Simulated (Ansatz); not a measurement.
# A hypothetical structure for LaFeP

Starting from a made-up structure for LaFeP, the aim is the relaxed cell, its shortest contacts and, where a second run follows, its electronic structure.

Method: DFT, PBEsol, plane-wave PAW, files of the set soft_1, scalar-relativistic, ferromagnetic start, cell and ions relaxed at zero pressure; PAW set soft_1, in the first sound run; inputs show where later runs differ, in Ansatz 0.2.0.

## 1. Starting point

Symmetry: P4/nmm, No. 129, tetragonal system. The conventional cell has a = 3.910 Å, b = 3.910 Å, c = 7.444 Å, α = 90.00°, β = 90.00°, γ = 90.00°. La has 5 P at 2.98 to 3.51 Å and 4 Fe at 3.03 Å nearest. Nearest to Fe lie 4 P at 2.29 Å and 4 Fe at 2.76 Å and 4 La at 3.03 Å. Nearest to P lie 4 Fe at 2.29 Å and 5 La at 2.98 to 3.51 Å. Farther neighbours are not listed.

## 2. Relaxing cell and atoms

The guess takes its coordinates from another compound and its volume from a rule, so the cell and any free coordinates are relaxed together.

Contents of input.yaml:

```yaml
crystal:
  lattice:
    - [3.91, 0.0, 0.0]
    - [0.0, 3.91, 0.0]
    - [0.0, 0.0, 7.444]
  atoms:
    - { symbol: La, position: [0.0, 0.5, 0.3112] }
    - { symbol: La, position: [0.5, 0.0, 0.6888] }
    - { symbol: Fe, position: [0.5, 0.5, 0.0], spin: 3.0 }
    - { symbol: Fe, position: [0.0, 0.0, 0.0], spin: 3.0 }
    - { symbol: P, position: [0.0, 0.5, 0.8399] }
    - { symbol: P, position: [0.5, 0.0, 0.1601] }
magnetization:
  spin_polarized: true
kpoints:
  mp_grid: { grid: [7, 7, 4] }
scf:
  occupations: { method: fermi_dirac, width: 0.05 }
hamiltonian:
  xc: pbesol
  pseudopotentials: { kind: paw, azcp: { folder: soft_1 }, xc_functional: pbe }
relax:
  f_tol: 0.015
  max_steps: 70
  cell: {}
output:
  forces: true
  stress: true
```

Launch:

```sh
$ ansatz run input.yaml --threads 4 --pin off --max-ram 10240MiB --backend cpu --events-out ev --progress --plain --runs-dir out
```

Numbers of over 12 decimals in the logs are rounded to 6 here.

What it wrote:

```text
Engine: ansatz 0.2.0, aarch64-unknown-linux-gnu
Pseudopotentials: kind: paw
Pseudopotential: La, paw, valence charge 11, recommended cutoff 420 eV (normal), soft_1/La.paw.azcp
Pseudopotential: Fe, paw, valence charge 16, recommended cutoff 420 eV (normal), soft_1/Fe.paw.azcp
Pseudopotential: P, paw, valence charge 5, recommended cutoff 420 eV (normal), soft_1/P.paw.azcp
Functional definition: PBEsol
  exchange = pbesol_x
  correlation = pbesol_c
Crystal: 6 atoms, lattice volume = 113.805 Å³
Basis set: ecut = 420 eV, 2265 PW (Γ), exchange–correlation on 54×54×100 points (8 copies of the dense FFT grid, shifted against one another)
Bands: 42, of which v1, the nominal top of the filled ones, is band 32 counted from 1 (31 counted from 0)
Symmetry: 16 space group operations
Space group: P4/nmm (ITA 129), of the structure as read, at distance tolerance 4.8e-5 Å
Magnetic group: BNS 129.411 (UNI 1071), of the structure as read, at distance tolerance 4.8e-5 Å
k-points: 30 of 196
Non-local potential: La, projectors of the file, l = 0: 3, l = 1: 2, l = 2: 2, l = 3: 3
Non-local potential: Fe, projectors of the file, l = 0: 3, l = 1: 2, l = 2: 3, l = 3: 1
Non-local potential: P, projectors of the file, l = 0: 2, l = 1: 2, l = 2: 1
PAW form: soft (Blöchl's): semilocal exchange-correlation on the pseudo side does not see the compensation charge
PAW frozen core: La, regenerated for the run's functional, and the local potential with it (the file was generated under x = pbe(κ = 0.804, μ = 0.219515), c = pbe(β = 0.066725))
PAW frozen core: Fe, regenerated for the run's functional, and the local potential with it (the file was generated under x = pbe(κ = 0.804, μ = 0.219515), c = pbe(β = 0.066725))
PAW frozen core: P, regenerated for the run's functional, and the local potential with it (the file was generated under x = pbe(κ = 0.804, μ = 0.219515), c = pbe(β = 0.066725))
PAW one-centre angular grid: La, 590 points (default); XC on 64 Gauss nodes
PAW one-centre angular grid: Fe, 590 points (default); XC on 64 Gauss nodes
PAW one-centre angular grid: P, 110 points (default); XC on 64 Gauss nodes
Initial density: superposition of atomic densities (chi_scale 0.1, normalization cell, long waves kept (reshape's long-wave potential 0.20 eV rms))
Starting moments: Σ|m| = 6 μB on 2 of 6 sites
Initial wavefunctions: pseudopotential atomic-orbital guess
Functional: x = pbesol(κ = 0.804, μ = 0.123457), c = pbesol(β = 0.046)
SCF iter   1: F=—  HF=-22709.916459 eV  |F-HF|=—  |Δ(HF+E_count)|=         —  Δρ=9.22e-2 (↑9.22e-2 ↓5.42e-2)  dr2=4.63e1  dr2_m=4.52e-1  M=4.690 μB ∫|m|=5.349 μB  β_m=0.30  ethr=3.10e-3  ⟨swp⟩=6.7  Hψ=10493  notcnv=0
Mixer restart at iter 1: flushing history
preconditioner: auto → Kerker (q_TF=auto, 2.479 Å⁻¹)  [metal: Δε(μ)=0.001 eV  Ē_g=8.467 eV  σ=0.050 eV  W_gap=0.00  n_scr=36 (ndim 8)  ℏωp=23.1 eV  f_vac=0.000  D(μ)=7.64/eV (n_scr^D=76)]
spin=Collinear: Kerker preconditioning applied to the charge; magnetization (m = ρ↑ − ρ↓) channel mixes plain (no charge-response kernel on spin).
SCF iter   2: F=—  HF=-22702.565623 eV  |F-HF|=—  |Δ(HF+E_count)|=    7.35e0  Δρ=1.72e-2 (↑1.72e-2 ↓1.39e-2)  dr2=4.13e0  dr2_m=3.03e-2  M=4.875 μB ∫|m|=5.710 μB  β_m=0.30  ethr=3.10e-3  ⟨swp⟩=6.3  Hψ=8979  notcnv=0  defer=55
SCF iter   3: F=—  HF=-22703.138496 eV  |F-HF|=—  |Δ(HF+E_count)|=   5.73e-1  Δρ=1.43e-2 (↑1.17e-2 ↓1.43e-2)  dr2=1.16e0  dr2_m=7.88e-2  M=4.334 μB ∫|m|=5.649 μB  β_m=0.46  ethr=3.10e-3  ⟨swp⟩=3.4  Hψ=4371  notcnv=0  defer=89
SCF iter   4: F=—  HF=-22704.840658 eV  |F-HF|=—  |Δ(HF+E_count)|=    1.70e0  Δρ=2.22e-2 (↑7.88e-3 ↓2.22e-2)  dr2=6.64e-1  dr2_m=2.10e-1  M=3.675 μB ∫|m|=5.253 μB  β_m=0.49  ethr=1.81e-3  ⟨swp⟩=3.2  Hψ=4219  notcnv=0  defer=103
SCF iter   5: F=—  HF=-22705.812804 eV  |F-HF|=—  |Δ(HF+E_count)|=   9.72e-1  Δρ=1.69e-2 (↑1.69e-2 ↓1.17e-2)  dr2=1.24e-1  dr2_m=2.00e-1  M=3.215 μB ∫|m|=4.509 μB  β_m=0.30  ethr=1.04e-3  ⟨swp⟩=4.8  Hψ=4975  notcnv=0  defer=118
SCF iter   6: F=—  HF=-22707.698349 eV  |F-HF|=—  |Δ(HF+E_count)|=         —  Δρ=8.87e-2 (↑8.87e-2 ↓7.02e-2)  dr2=4.26e-1  dr2_m=6.46e0  M=0.076 μB ∫|m|=1.457 μB  β_m=1.00  ethr=1.94e-4  ⟨swp⟩=5.5  Hψ=4983  notcnv=0  defer=122
Mixer restart at iter 6: flushing history
SCF iter   7: F=—  HF=-22706.854840 eV  |F-HF|=—  |Δ(HF+E_count)|=   8.44e-1  Δρ=4.14e-2 (↑9.88e-3 ↓4.14e-2)  dr2=2.96e0  dr2_m=2.65e-1  M=-0.006 μB ∫|m|=0.541 μB  β_m=0.67  ethr=7.81e-5  ⟨swp⟩=5.9  Hψ=7461  notcnv=0  defer=120
SCF iter   8: F=—  HF=-22706.990736 eV  |F-HF|=—  |Δ(HF+E_count)|=   1.36e-1  Δρ=4.53e-2 (↑4.53e-2 ↓3.31e-2)  dr2=5.66e0  dr2_m=3.96e-2  M=-0.016 μB ∫|m|=0.537 μB  β_m=0.44  ethr=7.81e-5  ⟨swp⟩=8.4  Hψ=10369  notcnv=0  defer=70
SCF iter   9: F=—  HF=-22706.856503 eV  |F-HF|=—  |Δ(HF+E_count)|=   1.34e-1  Δρ=1.21e-2 (↑1.21e-2 ↓4.60e-3)  dr2=5.84e-2  dr2_m=6.87e-2  M=-0.022 μB ∫|m|=0.367 μB  β_m=0.63  ethr=7.81e-5  ⟨swp⟩=6.3  Hψ=8389  notcnv=0  defer=87
SCF iter  10: F=—  HF=-22706.823219 eV  |F-HF|=—  |Δ(HF+E_count)|=   3.33e-2  Δρ=2.63e-3 (↑2.63e-3 ↓1.53e-3)  dr2=1.99e-2  dr2_m=6.24e-4  M=-0.019 μB ∫|m|=0.090 μB  β_m=0.60  ethr=7.81e-5  ⟨swp⟩=5.3  Hψ=5929  notcnv=0  defer=79
SCF iter  11: F=—  HF=-22706.825767 eV  |F-HF|=—  |Δ(HF+E_count)|=   2.55e-3  Δρ=2.58e-3 (↑1.79e-3 ↓2.58e-3)  dr2=2.35e-2  dr2_m=2.12e-4  M=-0.016 μB ∫|m|=0.040 μB  β_m=0.80  ethr=3.12e-5  ⟨swp⟩=3.2  Hψ=3520  notcnv=0  defer=79
SCF iter  12: F=—  HF=-22706.834672 eV  |F-HF|=—  |Δ(HF+E_count)|=   8.91e-3  Δρ=1.19e-3 (↑8.95e-4 ↓1.19e-3)  dr2=6.91e-3  dr2_m=3.22e-5  M=-0.011 μB ∫|m|=0.029 μB  β_m=0.90  ethr=3.12e-5  ⟨swp⟩=3.5  Hψ=3977  notcnv=0  defer=79
SCF iter  13: F=—  HF=-22706.835440 eV  |F-HF|=—  |Δ(HF+E_count)|=   7.68e-4  Δρ=6.90e-4 (↑4.69e-4 ↓6.90e-4)  dr2=2.06e-3  dr2_m=1.93e-5  M=-0.008 μB ∫|m|=0.020 μB  β_m=0.83  ethr=1.08e-5  ⟨swp⟩=1.9  Hψ=2792  notcnv=0  defer=78
SCF iter  14: F=—  HF=-22706.835705 eV  |F-HF|=—  |Δ(HF+E_count)|=   2.65e-4  Δρ=9.16e-5 (↑6.73e-5 ↓9.16e-5)  dr2=3.01e-5  dr2_m=1.84e-6  M=-0.004 μB ∫|m|=0.011 μB  β_m=0.92  ethr=3.21e-6  ⟨swp⟩=2.3  Hψ=3633  notcnv=0  defer=78
SCF iter  15: F=—  HF=-22706.835711 eV  |F-HF|=—  |Δ(HF+E_count)|=   5.13e-6  Δρ=2.37e-5 (↑2.11e-5 ↓2.37e-5)  dr2=1.32e-6  dr2_m=3.73e-7  M=-0.002 μB ∫|m|=0.007 μB  β_m=0.96  ethr=4.70e-8  ⟨swp⟩=2.1  Hψ=4117  notcnv=0  defer=78
SCF iter  16: F=—  HF=-22706.835714 eV  |F-HF|=—  |Δ(HF+E_count)|=   3.17e-6  Δρ=1.80e-5 (↑8.74e-6 ↓1.80e-5)  dr2=3.01e-7  dr2_m=1.59e-7  M=-0.001 μB ∫|m|=0.004 μB  β_m=0.98  ethr=2.06e-9  ⟨swp⟩=2.9  Hψ=4652  notcnv=0  defer=78
[...]
relax step   8: F+E_penalty+E_count = -22707.06296780 eV  Δ(F+E_penalty+E_count) = -6.030e-3 eV  max|allowed force component| = 4.175e-3 eV/Å  Δτ_max = 0.0000 Å  P = +0.090 GPa  Ω = 117.297 Å³  stress off target by 2.66e-1 GPa  SCF on the basis re-selected at this cell (its energy is not comparable with the rows above)  (11 SCF iters)
relax step   9: F+E_penalty+E_count = -22707.06371843 eV  Δ(F+E_penalty+E_count) = -7.506e-4 eV  max|allowed force component| = 7.406e-3 eV/Å  Δτ_max = 0.0082 Å  P = -0.026 GPa  Ω = 117.934 Å³  energy of the carried Pulay correction = -1.651e-4 eV  (8 SCF iters, dr2 threshold 1.77e-7 eV, accepted)
relax step  10: F+E_penalty+E_count = -22707.06366150 eV  Δ(F+E_penalty+E_count) = +5.693e-5 eV  max|allowed force component| = 2.252e-2 eV/Å  Δτ_max = 0.0066 Å  P = +0.105 GPa  Ω = 118.126 Å³  energy of the carried Pulay correction = -2.171e-4 eV  (11 SCF iters, rejected (line search))
relax step  11: F+E_penalty+E_count = -22707.06375096 eV  Δ(F+E_penalty+E_count) = -3.253e-5 eV  max|allowed force component| = 4.032e-3 eV/Å  Δτ_max = 0.0018 Å  P = -0.001 GPa  Ω = 118.021 Å³  energy of the carried Pulay correction = -1.885e-4 eV  (11 SCF iters, accepted)
iter 1 solved again at ethr=4.08e-6 eV; its pass at ethr=3.10e-3 eV (dr2=2.61e-3 eV) is discarded
SCF iter   1: F=—  HF=-22707.063916 eV  |F-HF|=—  |Δ(HF+E_count)|=         —  Δρ=7.84e-6 (↑7.83e-6 ↓7.84e-6)  dr2=9.48e-8  dr2_m=5.45e-14  M=-0.000 μB ∫|m|=0.000 μB  β_m=0.65  ethr=4.08e-6  ⟨swp⟩=3.2  Hψ=17252  notcnv=0
eigensolver tolerance schedule: the retry pair's looser diagonalisation over-reported the residual by 27534.52 of it (diagonalisation noise at an unbounded share of the residual, at the tolerance the schedule requests for it); recorded, not acted on — ethr = c·dr2/N_el stays at c = 1.0e-1
preconditioner: auto → Kerker (q_TF=auto, 2.174 Å⁻¹)  [metal: Δε(μ)=0.021 eV  Ē_g=8.574 eV  σ=0.050 eV  W_gap=0.10  n_scr=16 (ndim 8)  ℏωp=22.7 eV  f_vac=0.000  D(μ)=1.43/eV (n_scr^D=2)]
spin=Collinear: Kerker preconditioning applied to the charge; magnetization (m = ρ↑ − ρ↓) channel mixes plain (no charge-response kernel on spin).
SCF iter   2: F=—  HF=-22707.063928 eV  |F-HF|=—  |Δ(HF+E_count)|=   1.24e-5  Δρ=3.18e-6 (↑3.18e-6 ↓3.18e-6)  dr2=7.39e-8  dr2_m=2.20e-14  M=-0.000 μB ∫|m|=0.000 μB  β_m=0.48  ethr=1.48e-10  ⟨swp⟩=3.8  Hψ=6812  notcnv=0
SCF iter   3: F=—  HF=-22707.063928 eV  |F-HF|=—  |Δ(HF+E_count)|=   7.10e-9  Δρ=2.11e-6 (↑2.11e-6 ↓2.11e-6)  dr2=3.23e-8  dr2_m=1.56e-14  M=-0.000 μB ∫|m|=0.000 μB  β_m=0.74  ethr=1.15e-10  ⟨swp⟩=1.0  Hψ=2520  notcnv=0
SCF iter   4: F=—  HF=-22707.063928 eV  |F-HF|=—  |Δ(HF+E_count)|=   6.69e-9  Δρ=2.21e-6 (↑2.21e-6 ↓2.21e-6)  dr2=2.10e-8  dr2_m=4.37e-15  M=0.000 μB ∫|m|=0.000 μB  β_m=0.51  ethr=5.05e-11  ⟨swp⟩=2.0  Hψ=3348  notcnv=0
SCF iter   5: F=—  HF=-22707.063928 eV  |F-HF|=—  |Δ(HF+E_count)|=   1.30e-8  Δρ=5.79e-7 (↑5.79e-7 ↓5.76e-7)  dr2=1.74e-9  dr2_m=4.99e-15  M=0.000 μB ∫|m|=0.000 μB  β_m=0.76  ethr=3.28e-11  ⟨swp⟩=2.0  Hψ=3264  notcnv=0
SCF iter   6: F=—  HF=-22707.063928 eV  |F-HF|=—  |Δ(HF+E_count)|=   1.28e-9  Δρ=6.78e-7 (↑6.78e-7 ↓6.75e-7)  dr2=4.31e-9  dr2_m=2.48e-15  M=-0.000 μB ∫|m|=0.000 μB  β_m=0.76  ethr=2.73e-12  ⟨swp⟩=2.0  Hψ=3280  notcnv=0
SCF iter   7: F=—  HF=-22707.063928 eV  |F-HF|=—  |Δ(HF+E_count)|=   7.88e-9  Δρ=2.07e-7 (↑2.07e-7 ↓2.06e-7)  dr2=6.12e-10  dr2_m=1.06e-15  M=-0.000 μB ∫|m|=0.000 μB  β_m=0.88  ethr=2.73e-12  ⟨swp⟩=3.5  Hψ=4615  notcnv=0
SCF iter   8: F=—  HF=-22707.063928 eV  |F-HF|=—  |Δ(HF+E_count)|=   1.94e-9  Δρ=4.35e-8 (↑4.35e-8 ↓4.35e-8)  dr2=8.42e-12  dr2_m=9.02e-17  M=0.000 μB ∫|m|=0.000 μB  β_m=0.94  ethr=1.00e-12  ⟨swp⟩=3.0  Hψ=4094  notcnv=0
SCF iter   9: F=-22707.063928 eV  HF=-22707.063928 eV  |F-HF|=1.82e-11  |Δ(HF+E_count)|=  7.28e-12  Δρ=3.86e-8 (↑3.84e-8 ↓3.86e-8)  dr2=1.66e-11  dr2_m=1.34e-17  M=0.000 μB ∫|m|=0.000 μB  ethr=1.00e-12  ⟨swp⟩=3.0  Hψ=8373  notcnv=0
the starting moments were not kept: the SCF closed with an absolute magnetisation of 1.3e-8 μB, where they sum to 6 μB in size (2 sites). That is at most 0.1 of that sum. Measured as dr2_m measures the in/out step, that magnetisation stands 3.0e-17 eV from none, at or under the dr2_threshold of 6.0e-11 eV: it is no larger than a step whose dr2_m would equal this threshold.
SCF 12 converged in 9 iterations: F = -22707.063928 eV  dr2 = 1.66e-11
relax step  12: F+E_penalty+E_count = -22707.06392818 eV  Δ(F+E_penalty+E_count) = -1.772e-4 eV  max|allowed force component| = 4.100e-3 eV/Å  Δτ_max = 0.0000 Å  P = -0.003 GPa  Ω = 118.021 Å³  stress off target by 1.58e-2 GPa  SCF on the basis re-selected at this cell (its energy is not comparable with the rows above)  (9 SCF iters)
basis re-selected at this cell: Δ(F+E_penalty+E_count) = -1.772e-4 eV, ΔP = -0.002 GPa vs the last step (what re-selecting the basis moved, of the pressure what is left beyond the Pulay correction that the steps carried, after the strain that the cell walked since its last selection, with what the two solves' SCF thresholds leave and, on support functions, any second-order correction that the steps lacked; it is no m [...]
SCF converged after 9 iterations
Magnetization: 0.0000 μB (32.0000 up, 32.0000 down)
Absolute magnetization: 0.0000 μB (∫|ρ↑−ρ↓|, with the PAW one-centre terms)
Spin contamination: 0.0000 ħ² per cell (⟨S²⟩ above its minimum at these occupations)
Per-site moments (μB) at R_I (Å): [(-4.145363879474736e-10, 1.224918), (-4.145359973437979e-10, 1.224918), (2.795281193756162e-9, 0.910231), (2.7952808275259637e-9, 0.910231), (-3.8032949862729294e-11, 0.910231), (-3.803304958827909e-11, 0.910231)]
Free energy (F): -22707.063928 eV
Harris-Foulkes:  -22707.063928 eV  (|F-HF|=1.82e-11)
Internal energy: -22707.051622 eV  (E = F + TS)
E sigma→0 (E₀):  -22707.057775 eV
Entropy (-TS):   -0.012306 eV (-2.051 meV/atom)
Fermi energy:    13.005591 eV
--- Per-component energies (eV) ---
  E_band       = -583.532097
  E_kinetic    = 1196.319472
  E_local      = -10851.280296  (includes V_loc(G=0)·N_el)
  E_nonlocal   = 819.783063
  E_hartree    = 4886.266869
  E_xc         = -657.981777
  E_vxc        = -708.473915  (∫ρ·V_xc dr)
  E_paw        = -14444.655972  (= ΣΔE_a)
  E_vpaw       = -812.411693  (= ΣTr[D̂ρ^β])
  E_aug_tail   = -0.001928  (compensation charges beyond the density's cutoff)
  E_ewald      = -3656.289721
  E_core_change = 0.788669  (= ΣΔE_core)
  E_smearing   = -0.012306  (= −TS)
  E_closure    = -0.000000  (closes the sum)
  Σ components = -22707.063928   (vs F -22707.063928, Δ=0.00e0)
--- Forces (eV/Å), atoms counted from 1 ---
  atom   1  La    -0.00000000     0.00000000    -0.00409959
  atom   2  La     0.00000000    -0.00000000     0.00409959
  atom   3  Fe     0.00000000     0.00000000    -0.00000000
  atom   4  Fe    -0.00000000    -0.00000000     0.00000000
  atom   5  P      0.00000000     0.00000000    -0.00063488
  atom   6  P     -0.00000000    -0.00000000     0.00063488
  max |Σ_I F_I| component: 4.16e-17 eV/Å
--- Stress (GPa, compression-positive) ---
       -0.011973       0.000000      -0.000000
        0.000000      -0.011973       0.000000
       -0.000000       0.000000       0.015788
  P = ⅓ Tr σ = -0.0027 GPa (-0.027 kbar)
--- Relaxed structure (10 steps of the walk, 9 accepted, 2 SCFs on fresh bases) ---
  F+E_penalty+E_count = -22707.06392818 eV   max|allowed force component| = 4.100e-3 eV/Å   (the final SCF, on the basis selected at the relaxed cell)
  cell:  # Å, volume = 118.0212 Å³
    - [3.785457, 0, 0]
    - [0, 3.785457, 0]
    - [0, 0, 8.236133]
  atoms:
    - { symbol: La, position: [0, 0.500000, 0.293836] }
    - { symbol: La, position: [0.500000, 0, 0.706164] }
    - { symbol: Fe, position: [0.500000, 0.500000, 0] }
    - { symbol: Fe, position: [0, 0, 0] }
    - { symbol: P, position: [0, 0.500000, 0.862271] }
    - { symbol: P, position: [0.500000, 0, 0.137729] }
```

Wall time 87 s (4 threads of Arm Neoverse V1, shared host); peak memory 0.63 GiB.

Step by step:

```tsv
step	energy less that of the first step (eV)	largest force component (eV/Å)	pressure (GPa)	volume (Å³)
1	0.0000	0.8057	-5.20	113.80
2	-0.0482	0.8531	0.72	114.91
3	-0.1618	0.1571	1.03	111.48
4	-0.2102	0.0253	0.03	114.99
5	-0.2199	0.0321	0.34	116.19
6	-0.2211	0.0121	-0.03	117.48
7	-0.2212	0.0030	-0.01	117.30
8*	-0.2273	0.0042	0.09	117.30
9	-0.2280	0.0074	-0.03	117.93
10	-0.2279	0.0225	0.10	118.13
11	-0.2280	0.0040	0.00	118.02
12*	-0.2282	0.0041	0.00	118.02
```

Relaxation steps marked * repeat the geometry before them on a plane-wave basis chosen anew for their cell, so energy and pressure can jump there. Relaxation step 10 was tried and not accepted.

Forces are held to the 16 operations that the run works with; a distortion that breaks them can't arise in this run.

```tsv
conventional cell, symmetrised	before	after	change
a (Å)	3.910	3.785	-3.2 %
b (Å)	3.910	3.785	-3.2 %
c (Å)	7.444	8.236	+10.6 %
volume (Å³/atom)	18.97	19.67	+3.7 %
```

The atoms that moved most (Å, as changes of fractional coordinates times the final cell):

```tsv
atom	dx	dy	dz	length
P6	0.000	0.000	-0.184	0.184
P5	0.000	0.000	0.184	0.184
La1	0.000	0.000	-0.143	0.143
La2	0.000	0.000	0.143	0.143
```

The relaxed structure:

```xyz
6
Lattice="3.7855 0.0000 0.0000 0.0000 3.7855 0.0000 0.0000 0.0000 8.2361" Properties=species:S:1:pos:R:3 pbc="T T T"
La    0.0000    1.8927    2.4201
La    1.8927    0.0000    5.8161
Fe    1.8927    1.8927    0.0000
Fe    0.0000    0.0000    0.0000
P     0.0000    1.8927    7.1018
P     1.8927    0.0000    1.1344
```

Numbers from this step:

* free energy: -22707.0639 eV
* energy at zero smearing: -22707.0578 eV
* smearing term TS: 0.01231 eV
* Fermi energy: 13.01 eV
* electrons: 64
* symmetry operations: 16
* pressure: -0.002719 GPa

The shortest distance of each pair, which need not be the same contact before and after:

```tsv
pair	guess (Å)	relaxed (Å)
Fe–P	2.290	2.207
Fe–Fe	2.765	2.677
La–P	2.985	2.969
Fe–La	3.031	3.072
P–P	3.650	3.509
```

The relaxation ends with a largest force component of 0.0041 eV/Å and a pressure of 0.00 GPa. No moment survives the cycle: this start ends non-magnetic.

[end of part 1 of 2]

[Logs are printed without paths, hosts, clocks, repeated set-up lines and the standing remarks that a program may print on its own settings, such as how far it seeks lower states.]

[Hosts, paths, dates, database ids (printed as entryN), source tags and the programs' standing remarks are cut or masked in the printed files.]
